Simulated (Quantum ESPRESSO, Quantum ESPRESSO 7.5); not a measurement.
# Cl on fcc sites of Pd(111): a series in the coverage

Wanted: a table for Cl on fcc sites of Pd(111) against the coverage, and what can be fitted to it.

Calculated with Quantum ESPRESSO 7.5; plane-wave DFT, PBE, GBRV ultrasoft pseudopotentials.

This is a report of a sequence of runs, with most program output left out.

### Step 1. Starting point

Symmetry: Fm-3m, No. 225, cubic system. Conventional cell: a = 3.890 Å, b = 3.890 Å, c = 3.890 Å, α = 90.00°, β = 90.00°, γ = 90.00°. Nearest to Pd lie 12 Pd at 2.75 Å.

Set-up: Slabs of 3 layers, covered on the upper face; adsorbates and the top layer relax in a periodic cell, the rest is held (the clean slab relaxes both outer layers); a run under open boundaries (ESM, bc1) gives both vacuum levels. Cells of one to 9 surface sites carry the coverages, on meshes of like density; cold smearing of 0.02 Ry. The slabs take the lattice constants of the bulk relaxed by the same program.

Members 0.1667, 0.25, 0.3333, 0.5 and 0.6667 took the same steps and show in the table alone.

This run has no spin polarisation although its electron count is odd. A spin-polarised state was not tried and may lie lower.

### Step 2. Variable-cell relaxation of the reference

The bulk crystal is relaxed in cell and atoms; the members are built on its lattice constants.

ref.vc.in reads:

```
&control
  prefix = 'ref.vc'
  outdir = './out'
  pseudo_dir = './pseudo'
  nstep = 40
  forc_conv_thr = 0.0003
  calculation = 'vc-relax'
/
&system
  ibrav = 0
  nat = 1
  ntyp = 1
  ecutwfc = 50
  ecutrho = 250
  occupations = 'smearing'
  smearing = 'mv'
  degauss = 0.02
/
&electrons
  conv_thr = 1e-09
  mixing_beta = 0.4
  electron_maxstep = 120
/
&ions
/
&cell
  press_conv_thr = 0.3
/
ATOMIC_SPECIES
  Pd  106.4200  pd_pbe_v1.4.uspp.F.UPF
CELL_PARAMETERS angstrom
  0.00000000000000 1.94500000000000 1.94500000000000
  1.94500000000000 0.00000000000000 1.94500000000000
  1.94500000000000 1.94500000000000 0.00000000000000
ATOMIC_POSITIONS crystal
  Pd  0.000000000000 0.000000000000 0.000000000000
K_POINTS automatic
  18 18 18 0 0 0
```

The run is started by

```bash
> OMP_NUM_THREADS=1 mpirun -n 16 pw.x -nk 16 -in ref.vc.in > ref.vc.out
```

It took 4.8 s on 16 MPI ranks of Arm Neoverse V2, shared host; peak memory 0.76 GiB; 75 s of CPU time.

Step by step:

```csv
step,energy less that of the first step (eV),largest force (eV/Å),volume (Å³)
1,0.0000,0.0000,14.72
2,-0.0144,0.0000,15.32
3,-0.0144,0.0000,15.33
4,-0.0154,0.0000,15.33
```

```csv
"conventional cell, symmetrised",before,after,change
a (Å),3.890,3.943,+1.4 %
b (Å),3.890,3.943,+1.4 %
c (Å),3.890,3.943,+1.4 %
volume (Å³/atom),14.72,15.33,+4.1 %
```

The relaxed structure:

```cif
data_structure
_symmetry_space_group_name_H-M 'P 1'
_symmetry_Int_Tables_number 1
_cell_length_a 2.7881
_cell_length_b 2.7881
_cell_length_c 2.7881
_cell_angle_alpha 60.000
_cell_angle_beta 60.000
_cell_angle_gamma 60.000
_cell_volume 15.33
loop_
_atom_site_label
_atom_site_type_symbol
_atom_site_fract_x
_atom_site_fract_y
_atom_site_fract_z
_atom_site_occupancy
Pd1 Pd 0.00000 0.00000 0.00000 1
```

 The last row is no step: it is a fresh SCF in the final cell with a new plane-wave basis, -1 meV from the row before.

This step gave:

```
free energy  : -2703.4946 eV
Fermi energy : 17.79 eV
```

### Step 3. SCF with pw.x of the reference

A bulk run at that cell gives the reference energy and levels.

ref.bulk.in reads:

```
&control
  prefix = 'ref.bulk'
  outdir = './out'
  pseudo_dir = './pseudo'
  calculation = 'scf'
  tprnfor = .true.
/
&system
  ibrav = 0
  nat = 1
  ntyp = 1
  ecutwfc = 40
  ecutrho = 200
  occupations = 'smearing'
  smearing = 'mv'
  degauss = 0.02
/
&electrons
  conv_thr = 1e-09
  mixing_beta = 0.4
  electron_maxstep = 120
/
ATOMIC_SPECIES
  Pd  106.4200  pd_pbe_v1.4.uspp.F.UPF
CELL_PARAMETERS angstrom
  0.00000000000000 1.97149914300000 1.97149914300000
  1.97149914300000 0.00000000000000 1.97149914300000
  1.97149914300000 1.97149914300000 0.00000000000000
ATOMIC_POSITIONS crystal
  Pd  0.000000000000 0.000000000000 0.000000000000
K_POINTS automatic
  18 18 18 0 0 0
```

The run is started by

```bash
> OMP_NUM_THREADS=1 mpirun -n 16 pw.x -nk 16 -in ref.bulk.in > ref.bulk.out
```

Wall time 1.6 s (16 MPI ranks); peak memory 0.09 GiB; 24 s of CPU time.

This step gave:

- free energy: -2703.4864 eV

### Step 4. Relaxing the ions of the reference

The free molecule gives the reference for adsorption energies.

System of this step: Cl2 molecule in a box. The cell holds 2 atoms: 2 Cl. Cell: a = 11.000 Å, b = 11.500 Å, c = 13.000 Å, α = 90.0°, β = 90.0°, γ = 90.0°. Vacuum lies along a, b and c.

ref.gas.in reads:

```
&control
  prefix = 'ref.gas'
  outdir = './out'
  pseudo_dir = './pseudo'
  nstep = 40
  forc_conv_thr = 0.001
  calculation = 'relax'
/
&system
  ibrav = 0
  nat = 2
  ntyp = 1
  ecutwfc = 40
  ecutrho = 200
  occupations = 'smearing'
  smearing = 'gaussian'
  degauss = 0.002
/
&electrons
  conv_thr = 1e-07
  mixing_beta = 0.4
  electron_maxstep = 120
/
&ions
/
ATOMIC_SPECIES
  Cl  35.4500  cl_pbe_v1.4.uspp.F.UPF
CELL_PARAMETERS angstrom
  11.00000000000000 0.00000000000000 0.00000000000000
  0.00000000000000 11.50000000000000 0.00000000000000
  0.00000000000000 0.00000000000000 13.00000000000000
ATOMIC_POSITIONS crystal
  Cl  0.500000000000 0.500000000000 0.423076923077
  Cl  0.500000000000 0.500000000000 0.576923076923
K_POINTS automatic
  1 1 1 0 0 0
```

The run is started by

```bash
> OMP_NUM_THREADS=1 mpirun -n 16 pw.x -nk 1 -in ref.gas.in > ref.gas.out
```

It took 5.1 s on 16 MPI ranks; peak memory 2.1 GiB.

No atom moved by 0.005 Å in the relaxation.

Numbers from this step:

```
free energy  : -905.7945 eV
Fermi energy : -5.156 eV
```

### Step 5. Relaxing the ions, 0 ML

What the set-up leaves free in this member is relaxed.

System of this step: Pd(111), 3 layers, 1 sites a cell. The cell holds 3 atoms: 3 Pd. Cell: a = 2.788 Å, b = 2.788 Å, c = 18.744 Å, α = 90.0°, β = 90.0°, γ = 60.0°. It derives from Pd. Vacuum lies along c.

m0.relax.in reads:

```
&control
  prefix = 'm0.relax'
  outdir = './out'
  pseudo_dir = './pseudo'
  nstep = 70
  forc_conv_thr = 0.0015
  calculation = 'relax'
/
&system
  ibrav = 0
  nat = 3
  ntyp = 1
  ecutwfc = 40
  ecutrho = 200
  occupations = 'smearing'
  smearing = 'mv'
  degauss = 0.02
/
&electrons
  conv_thr = 1e-07
  mixing_beta = 0.3
  electron_maxstep = 120
  mixing_mode = 'local-TF'
/
&ions
/
ATOMIC_SPECIES
  Pd  106.4200  pd_pbe_v1.4.uspp.F.UPF
CELL_PARAMETERS angstrom
  2.78812082623753 0.00000000000000 0.00000000000000
  1.39406041311877 2.41458346434216 0.00000000000000
  0.00000000000000 0.00000000000000 18.74372157632048
ATOMIC_POSITIONS crystal
  Pd  0.333333333300 0.333333333300 0.378546471544
  Pd  0.666666666700 0.666666666700 0.500000000000 0 0 0
  Pd  0.000000000000 0.000000000000 0.621453528456
K_POINTS automatic
  9 9 1 0 0 0
```

The run is started by

```bash
> OMP_NUM_THREADS=1 mpirun -n 16 pw.x -nk 4 -in m0.relax.in > m0.relax.out
```

Elapsed: 3.2 s, on 16 MPI ranks; peak memory 0.87 GiB.

The forces lay under the threshold from the start, so no ionic step was taken.

 On the free atoms the largest force ends at 0.023 eV/Å.

Read from the output:

```
free energy  : -8109.2856 eV
Fermi energy : 3.157 eV
```

### Step 6. SCF with pw.x, 0 ML

A run under open boundaries on these atoms gives the vacuum levels.

m0.esm.in reads:

```
&control
  prefix = 'm0.esm'
  outdir = './out'
  pseudo_dir = './pseudo'
  calculation = 'scf'
  tprnfor = .true.
/
&system
  ibrav = 0
  nat = 3
  ntyp = 1
  ecutwfc = 40
  ecutrho = 200
  occupations = 'smearing'
  smearing = 'mv'
  degauss = 0.02
  assume_isolated = 'esm'
  esm_bc = 'bc1'
/
&electrons
  conv_thr = 1e-07
  mixing_beta = 0.25
  electron_maxstep = 160
  mixing_mode = 'local-TF'
  mixing_ndim = 12
/
ATOMIC_SPECIES
  Pd  106.4200  pd_pbe_v1.4.uspp.F.UPF
CELL_PARAMETERS angstrom
  2.78812082623753 0.00000000000000 0.00000000000000
  1.39406041311877 2.41458346434216 0.00000000000000
  0.00000000000000 0.00000000000000 18.74372157632048
ATOMIC_POSITIONS crystal
  Pd  0.333333275598 0.333333448803 -0.121453527358
  Pd  0.666666493462 0.666667013077 0.000000000000
  Pd  0.000000000000 0.000000000000 0.121453527358
K_POINTS automatic
  9 9 1 0 0 0
```

The run is started by

```bash
> OMP_NUM_THREADS=1 mpirun -n 16 pw.x -nk 4 -in m0.esm.in > m0.esm.out
```

It took 7 s on 16 MPI ranks; peak memory 0.88 GiB; 1.8 min of CPU time.

Numbers from this step:

- Fermi energy: -5.234 eV
- vacuum line at the lower end of the cell, over the Fermi level: 5.234 eV
- vacuum line at the upper end of the cell, over the Fermi level: 5.234 eV

Electrostatic potential energy of an electron; zero at the Fermi level. Potential energy, planar mean against z:

z (Å), potential energy, planar mean (eV) and a bar from the least value:
```
     -9.0        5.2 ##############################
     -8.5        5.2 ##############################
     -8.0        5.2 ##############################
     -7.5        5.2 ##############################
     -7.0        5.2 ##############################
     -6.5        5.2 ##############################
     -6.0        5.2 ##############################
     -5.5        5.2 ##############################
     -5.0        5.2 ##############################
     -4.5        5.1 ##############################
     -4.0        4.7 #############################
     -3.5        3.3 ###########################
     -3.0       -2.9 ################
     -2.5      -10.3 ##
     -2.0       -9.7 ###
     -1.5       -2.1 #################
     -1.0        0.6 ######################
     -0.5       -6.9 ########
      0.0      -11.6 
      0.5       -6.9 ########
      1.0        0.6 ######################
      1.5       -2.1 #################
      2.0       -9.7 ###
      2.5      -10.3 ##
      3.0       -2.9 ################
      3.5        3.3 ###########################
      4.0        4.7 #############################
      4.5        5.1 ##############################
      5.0        5.2 ##############################
      5.5        5.2 ##############################
      6.0        5.2 ##############################
      6.5        5.2 ##############################
      7.0        5.2 ##############################
      7.5        5.2 ##############################
      8.0        5.2 ##############################
      8.5        5.2 ##############################
      9.0        5.2 ##############################
```

The vacuum levels are read from the outermost 0.7 Å of the cell on either side.

Inside the slab this potential holds the local part of the pseudopotentials, which can be repulsive at the nuclei; only its value in the vacuum has a meaning of its own.

### Step 7. Relaxation with pw.x, 0.1111 ML

System of this step: Pd(111), 3 layers, 9 sites a cell, 1 Cl on fcc sites. The cell holds 28 atoms: 27 Pd and 1 Cl. Cell: a = 8.364 Å, b = 8.364 Å, c = 20.581 Å, α = 90.0°, β = 90.0°, γ = 60.0°. It derives from Pd. Vacuum lies along c.

m1.relax.in reads:

```
&control
  prefix = 'm1.relax'
  outdir = './out'
  pseudo_dir = './pseudo'
  nstep = 70
  forc_conv_thr = 0.0015
  calculation = 'relax'
/
&system
  ibrav = 0
  nat = 28
  ntyp = 2
  ecutwfc = 40
  ecutrho = 200
  occupations = 'smearing'
  smearing = 'mv'
  degauss = 0.02
/
&electrons
  conv_thr = 1e-07
  mixing_beta = 0.3
  electron_maxstep = 120
  mixing_mode = 'local-TF'
/
&ions
/
ATOMIC_SPECIES
  Pd  106.4200  pd_pbe_v1.4.uspp.F.UPF
  Cl  35.4500  cl_pbe_v1.4.uspp.F.UPF
CELL_PARAMETERS angstrom
  8.36436247871260 0.00000000000000 0.00000000000000
  4.18218123935630 7.24375039302649 0.00000000000000
  0.00000000000000 0.00000000000000 20.58117472097908
ATOMIC_POSITIONS crystal
  Pd  0.000000000000 0.000000000000 0.344750470394 0 0 0
  Pd  0.000000000000 0.333333333300 0.344750470394 0 0 0
  Pd  0.000000000000 0.666666666700 0.344750470394 0 0 0
  Pd  0.333333333300 0.000000000000 0.344750470394 0 0 0
  Pd  0.333333333300 0.333333333300 0.344750470394 0 0 0
  Pd  0.333333333300 0.666666666700 0.344750470394 0 0 0
  Pd  0.666666666700 0.000000000000 0.344750470394 0 0 0
  Pd  0.666666666700 0.333333333300 0.344750470394 0 0 0
[... 16 atom lines left out ...]
  Pd  0.555555555600 0.888888888900 0.565971188133
  Pd  0.555555555600 0.222222222200 0.565971188133
  Pd  0.555555555600 0.555555555600 0.565971188133
  Cl  0.000000000000 0.000000000000 0.655249529606
K_POINTS automatic
  3 3 1 0 0 0
```

The run is started by

```bash
> OMP_NUM_THREADS=1 mpirun -n 16 pw.x -nk 1 -in m1.relax.in > m1.relax.out
```

Wall time 12 min (16 MPI ranks); peak memory 4.1 GiB.

The steps of the relaxation:

```csv
step,energy less that of the first step (eV),largest force (eV/Å)
1,0.0000,0.6237
2,-0.0236,0.4530
3,-0.0415,0.2824
4,-0.0542,0.1653
5,-0.0557,0.1673
6,-0.0569,0.1354
7,-0.0577,0.0862
8,-0.0582,0.0307
```

The atoms that moved most (Å):

```csv
atom,dx,dy,dz,length
Pd22,0.051,-0.029,0.011,0.060
Pd20,0.000,0.059,0.011,0.060
Pd19,-0.051,-0.029,0.011,0.060
Cl28,0.000,0.000,-0.029,0.029
Pd24,0.000,-0.019,-0.013,0.023
Pd23,0.017,0.010,-0.013,0.023
Pd26,-0.017,0.010,-0.013,0.023
Pd27,0.003,0.002,-0.006,0.007
```

Final coordinates:

```cif
data_structure
_symmetry_space_group_name_H-M 'P 1'
_symmetry_Int_Tables_number 1
_cell_length_a 8.3644
_cell_length_b 8.3644
_cell_length_c 20.5812
_cell_angle_alpha 90.000
_cell_angle_beta 90.000
_cell_angle_gamma 60.000
_cell_volume 1247.00
loop_
_atom_site_label
_atom_site_type_symbol
_atom_site_fract_x
_atom_site_fract_y
_atom_site_fract_z
_atom_site_occupancy
Pd1 Pd 0.00000 0.00000 0.34475 1
Pd2 Pd 0.00000 0.33333 0.34475 1
Pd3 Pd 0.00000 0.66667 0.34475 1
Pd4 Pd 0.33333 0.00000 0.34475 1
Pd5 Pd 0.33333 0.33333 0.34475 1
Pd6 Pd 0.33333 0.66667 0.34475 1
Pd7 Pd 0.66667 0.00000 0.34475 1
Pd8 Pd 0.66667 0.33333 0.34475 1
Pd9 Pd 0.66667 0.66667 0.34475 1
Pd10 Pd 0.11111 0.11111 0.45536 1
Pd11 Pd 0.11111 0.44444 0.45536 1
Pd12 Pd 0.11111 0.77778 0.45536 1
Pd13 Pd 0.44444 0.11111 0.45536 1
Pd14 Pd 0.44444 0.44444 0.45536 1
Pd15 Pd 0.44444 0.77778 0.45536 1
Pd16 Pd 0.77778 0.11111 0.45536 1
Pd17 Pd 0.77778 0.44444 0.45536 1
Pd18 Pd 0.77778 0.77778 0.45536 1
Pd19 Pd 0.88483 0.88483 0.56650 1
Pd20 Pd 0.88483 0.23034 0.56650 1
Pd21 Pd 0.88836 0.55582 0.56567 1
Pd22 Pd 0.23034 0.88483 0.56650 1
Pd23 Pd 0.22354 0.22354 0.56535 1
Pd24 Pd 0.22354 0.55291 0.56535 1
Pd25 Pd 0.55582 0.88836 0.56567 1
Pd26 Pd 0.55291 0.22354 0.56535 1
Pd27 Pd 0.55582 0.55582 0.56567 1
Cl28 Cl 0.00000 0.00000 0.65385 1
```

The relaxation lowers the energy by 2 meV an atom. On the free atoms the largest force ends at 0.031 eV/Å.

Numbers from this step:

* free energy: -73438.1591 eV
* Fermi energy: 2.568 eV

### Step 8. Self-consistent run, 0.1111 ML

m1.esm.in reads:

```
&control
  prefix = 'm1.esm'
  outdir = './out'
  pseudo_dir = './pseudo'
  calculation = 'scf'
  tprnfor = .true.
/
&system
  ibrav = 0
  nat = 28
  ntyp = 2
  ecutwfc = 40
  ecutrho = 200
  occupations = 'smearing'
  smearing = 'mv'
  degauss = 0.02
  assume_isolated = 'esm'
  esm_bc = 'bc1'
/
&electrons
  conv_thr = 1e-07
  mixing_beta = 0.25
  electron_maxstep = 160
  mixing_mode = 'local-TF'
  mixing_ndim = 12
/
ATOMIC_SPECIES
  Pd  106.4200  pd_pbe_v1.4.uspp.F.UPF
  Cl  35.4500  cl_pbe_v1.4.uspp.F.UPF
CELL_PARAMETERS angstrom
  8.36436247871260 0.00000000000000 0.00000000000000
  4.18218123935630 7.24375039302649 0.00000000000000
  0.00000000000000 0.00000000000000 20.58117472097908
ATOMIC_POSITIONS crystal
  Pd  0.000000000000 0.000000000000 -0.154551676050
  Pd  0.000000000000 0.333333333300 -0.154551676050
  Pd  0.000000000000 0.666666666700 -0.154551676050
  Pd  0.333333333300 0.000000000000 -0.154551676050
  Pd  0.333333333300 0.333333333300 -0.154551676050
  Pd  0.333333333300 0.666666666700 -0.154551676050
  Pd  0.666666666700 0.000000000000 -0.154551676050
  Pd  0.666666666700 0.333333333300 -0.154551676050
[... 16 atom lines left out ...]
  Pd  0.555818234500 0.888363531200 0.066369930750
  Pd  0.552913218000 0.223543391000 0.066044747350
  Pd  0.555818234500 0.555818234500 0.066369930750
  Cl  0.000000000000 0.000000000000 0.154551676050
K_POINTS automatic
  3 3 1 0 0 0
```

The run is started by

```bash
> OMP_NUM_THREADS=1 mpirun -n 16 pw.x -nk 1 -in m1.esm.in > m1.esm.out
```

It took 5.8 min on 16 MPI ranks; peak memory 3.1 GiB; 1.5 h of CPU time.

Read from the output:

```
free energy                                                    : -73438.1590 eV
Fermi energy                                                   : -5.263 eV
vacuum line at the lower end of the cell, over the Fermi level : 5.220 eV
vacuum line at the upper end of the cell, over the Fermi level : 5.307 eV
```

Inside the slab this potential holds the local part of the pseudopotentials, which can be repulsive at the nuclei; only its value in the vacuum has a meaning of its own.

### Step 9. Relaxing the ions, 0.75 ML

System of this step: Pd(111), 3 layers, 4 sites a cell, 3 Cl on fcc sites. The cell holds 15 atoms: 12 Pd and 3 Cl. Its edges and angles: a = 5.576 Å, b = 5.576 Å, c = 20.581 Å, α = 90.0°, β = 90.0°, γ = 60.0°. It derives from Pd. Vacuum lies along c.

m7.relax.in reads:

```
&control
  prefix = 'm7.relax'
  outdir = './out'
  pseudo_dir = './pseudo'
  nstep = 70
  forc_conv_thr = 0.0015
  calculation = 'relax'
/
&system
  ibrav = 0
  nat = 15
  ntyp = 2
  ecutwfc = 40
  ecutrho = 200
  occupations = 'smearing'
  smearing = 'mv'
  degauss = 0.02
/
&electrons
  conv_thr = 1e-07
  mixing_beta = 0.3
  electron_maxstep = 120
  mixing_mode = 'local-TF'
/
&ions
/
ATOMIC_SPECIES
  Pd  106.4200  pd_pbe_v1.4.uspp.F.UPF
  Cl  35.4500  cl_pbe_v1.4.uspp.F.UPF
CELL_PARAMETERS angstrom
  5.57624165247507 0.00000000000000 0.00000000000000
  2.78812082623753 4.82916692868433 0.00000000000000
  0.00000000000000 0.00000000000000 20.58117472097908
ATOMIC_POSITIONS crystal
  Pd  0.000000000000 0.500000000000 0.344750470394 0 0 0
  Pd  0.500000000000 0.000000000000 0.344750470394 0 0 0
  Pd  0.500000000000 0.500000000000 0.344750470394 0 0 0
  Pd  0.000000000000 0.000000000000 0.344750470394 0 0 0
  Pd  0.166666666700 0.666666666700 0.455360829263 0 0 0
  Pd  0.666666666700 0.166666666700 0.455360829263 0 0 0
  Pd  0.666666666700 0.666666666700 0.455360829263 0 0 0
  Pd  0.166666666700 0.166666666700 0.455360829263 0 0 0
  Pd  0.833333333300 0.333333333300 0.565971188133
  Pd  0.333333333300 0.833333333300 0.565971188133
  Pd  0.333333333300 0.333333333300 0.565971188133
  Pd  0.833333333300 0.833333333300 0.565971188133
  Cl  0.000000000000 0.500000000000 0.655249529606
  Cl  0.500000000000 0.000000000000 0.655249529606
  Cl  0.500000000000 0.500000000000 0.655249529606
K_POINTS automatic
  5 5 1 0 0 0
```

The run is started by

```bash
> OMP_NUM_THREADS=1 mpirun -n 16 pw.x -nk 2 -in m7.relax.in > m7.relax.out
```

Run time: 6.1 min. Hardware: 16 MPI ranks; peak memory 1.8 GiB; 1.6 h of CPU time.

Step by step:

```csv
step,energy less that of the first step (eV),largest force (eV/Å)
1,0.0000,1.2817
2,-0.1239,0.8677
3,-0.1985,0.4474
4,-0.2258,0.1449
5,-0.2287,0.1336
6,-0.2316,0.1021
7,-0.2344,0.1429
8,-0.2358,0.1375
9,-0.2375,0.1112
10,-0.2396,0.0997
11,-0.2410,0.0606
12,-0.2414,0.0246
```

The atoms that moved most (Å):

```csv
atom,dx,dy,dz,length
Cl13,0.004,-0.002,0.127,0.127
Cl14,0.000,0.005,0.127,0.127
Cl15,-0.004,-0.002,0.127,0.127
Pd11,0.000,0.000,-0.058,0.058
Pd12,0.024,0.014,-0.016,0.032
Pd10,-0.024,0.014,-0.016,0.032
Pd9,0.000,-0.027,-0.016,0.032
```

The relaxation lowers the energy by 16 meV an atom. On the free atoms the largest force ends at 0.025 eV/Å.

Read from the output:

| Quantity | Value |
| --- | --- |
| free energy | -33796.8702 eV |
| Fermi energy | 3.450 eV |

(Part 1 of 2 ends here.)

[Logs are printed without paths, hosts, clocks, repeated set-up lines and the standing remarks that a program may print on its own settings, such as how far it seeks lower states.]

[Hosts, paths, dates, database ids (printed as entryN), source tags and the programs' standing remarks are cut or masked in the printed files.]

[Maps of the electrostatic potential energy from Ansatz leave out the sawtooth potential of an applied field or a dipole correction, so their vacuum need not be flat; planar profiles and work functions include it.]
